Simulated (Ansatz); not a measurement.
# PtS2 (P-3m1): least direct gap against volume

The cell of PtS2 (P-3m1) is scaled evenly and the response computed anew at each volume, on one mesh. The atoms keep their fractional positions.

The structure is trigonal, space group P-3m1 (No. 164). Conventional cell: a = 3.543 Å, b = 3.543 Å, c = 5.039 Å, α = 90.00°, β = 90.00°, γ = 120.00°. Around Pt on site a lie 6 S at 2.34 Å. S on site d has 3 Pt at 2.34 Å as nearest neighbours.

Method: Ansatz 0.2.0, LDA, independent particles, k-mesh 12×12×6 with interpolation inside its cells, Gaussian parameter 0.1 eV.

Launch of the response step: `ansatz run input.yaml --threads 4 --pin off --max-ram 8192MiB --backend cpu --events-out ev --progress --plain --runs-dir out`. The series took 6.5 min in all, on 4 threads of AMD EPYC (Zen 3), with other jobs on the host.

| V/V₀ | V (Å³, primitive cell) | least direct gap (eV) |
| --- | --- | --- |
| 0.94 | 51.50 | 1.0750 |
| 0.96 | 52.59 | ? |
| 0.98 | 53.69 | 1.0384 |
| 1.00 | 54.78 | 1.0207 |
| 1.02 | 55.88 | 1.0035 |
| 1.04 | 56.97 | 0.9866 |
| 1.06 | 58.07 | 0.9702 |

For small changes the quantity should be close to linear in ln V.

Working, on the rows shown:

| x = ln(V/V₀) | y = least direct gap |
| --- | --- |
| -0.0618754 | 1.075 |
| -0.0202027 | 1.0384 |
| 0 | 1.0207 |
| 0.0198026 | 1.0035 |
| 0.0392207 | 0.9866 |
| 0.0582689 | 0.9702 |

Means: x̄ = 0.005869, ȳ = 1.0157. Σ(x − x̄)(y − ȳ) = -0.008163, Σ(x − x̄)² = 0.009356. Slope = -0.008163 / 0.009356 = -0.8725; intercept = ȳ − slope · x̄ = 1.0209. The line misses the rows shown by at most 0.00019 eV.

Task: What does the fit predict for the withheld row, and how well does it do?

Result: At x = -0.040822 the line gives y = 1.0565 eV. The run gave 1.0565 eV, so the interpolation holds to the digits printed.

Between the rows on either side of x = 0 the slope is (1.0035 − 1.0384) / (0.019803 − (-0.020203)) = -0.8724. That is a volume deformation potential of -0.9 eV: the least direct gap on this mesh widens by 9 meV for each per cent of compression. LDA gaps are as a rule too small. Spin-orbit coupling is left out.
